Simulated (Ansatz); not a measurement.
In doubt: masses and optical values from hybrid runs of this build are listed as unsure (in some of the runs), which bears on the screening that GW takes from such a start.

SiC (P6_3mc), computed twice by G0W0.

```xyz
8
Lattice="3.0757 0.0000 0.0000 -1.5378 2.6636 0.0000 0.0000 0.0000 10.0706" Properties=species:S:1:pos:R:3 pbc="T T T"
Si    1.5378    0.8879    9.4447
Si    0.0000    1.7758    4.4094
Si    0.0000    0.0000    6.9275
Si    0.0000    0.0000    1.8922
C     1.5378    0.8879    7.5510
C     0.0000    1.7758    2.5157
C     0.0000    0.0000    5.0400
C     0.0000    0.0000    0.0046
```

The cell and positions are those that the Materials Project relaxed with its own functionals (PBE, PBE+U or r2SCAN), kept fixed.

The first (Ansatz 0.2.0; start PBE, 9×9×2 mesh, 490 empty bands, screening to 190 eV, hard PAW files; 1 × NVIDIA H100 80GB HBM3 (shared by 6 runs) with 3 threads of AMD EPYC 7R13 (Zen 3), shared host) gave, on its mesh: starting gap 2.34 eV, G0W0 gap 3.26 eV, RPA ε∞ (mean) 6.74, 64 s.

The second gave: starting gap 3.99 eV, G0W0 gap 3.82 eV, RPA ε∞ (mean) 5.20, 2.7 min.

Q: What was changed in the input? Choose among start, files, mesh, bands and cutoff, frequency model or another key.

Changed: start from PBE to PBE0. A jump of this size in the start, with ε∞ moving the other way, marks another functional. Other changes could give like numbers; this is the one that was made.

Limits: not at the basis limit.

[Paths, hosts, dates, memory and timing lines, banners, echoed tables and standing remarks are left out of the program output.]

[Logs are printed without paths, hosts, clocks, repeated set-up lines and the standing remarks that a program may print on its own settings, such as how far it seeks lower states.]

[Runs of the session that timed out or met a known fault of the program may be left out.]

[Cells called generated may have been cut or substituted from an entry of the Crystallography Open Database or the Materials Project.]

[Hosts, paths, dates, database ids (printed as entryN), source tags and the programs' standing remarks are cut or masked in the printed files.]
